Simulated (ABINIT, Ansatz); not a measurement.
An input for Ansatz 0.2.0 (BaNaH6Ir (F-43m)):

```yaml
crystal:
  lattice:
    - [0.0, 3.922549, 3.922549]
    - [3.922549, 0.0, 3.922549]
    - [3.922549, 3.922549, 0.0]
  atoms:
    - { symbol: Na, position: [0.25, 0.25, 0.25] }
    - { symbol: Ba, position: [0.75, 0.75, 0.75] }
    - { symbol: H, position: [0.784973, 0.215027, 0.215027] }
    - { symbol: H, position: [0.215027, 0.784973, 0.215027] }
    - { symbol: H, position: [0.784973, 0.784973, 0.215027] }
    - { symbol: H, position: [0.215027, 0.784973, 0.784973] }
    - { symbol: H, position: [0.784973, 0.215027, 0.784973] }
    - { symbol: H, position: [0.215027, 0.215027, 0.784973] }
    - { symbol: Ir, position: [0.0, 0.0, 0.0] }
kpoints:
  mp_grid: { grid: [6, 6, 6] }
hamiltonian:
  xc: lda
scf:
  occupations: { method: fixed }
dielectric: {}
```

```sh
ansatz run input.yaml --threads 4 --pin off --max-ram 5529MiB --backend cpu --events-out ev --progress --plain --runs-dir out
```

Estimate wall time and host memory on 4 threads of AMD EPYC 7R32 (Zen 2), shared host.

It took 16 s; on shared hardware allow 7.8 s to 31 s. Peak host memory was 0.92 GiB.

[Paths, hosts, dates, memory and timing lines, banners, echoed tables and standing remarks are left out of the program output.]

[Logs are printed without paths, hosts, clocks, repeated set-up lines and the standing remarks that a program may print on its own settings, such as how far it seeks lower states.]

[Runs of the session that timed out or met a known fault of the program may be left out.]

[Hosts, paths, dates, database ids (printed as entryN), source tags and the programs' standing remarks are cut or masked in the printed files.]

[G0W0 gaps are taken among the corrected bands and points alone; a level outside them can change the order at an edge.]

[Where Ansatz stands beside ABINIT at settings called matched, ABINIT's density can come from a denser mesh and the files from another edition; pairs whose starting gaps differed by over 0.03 eV were left out, so agreement reads better than it is.]
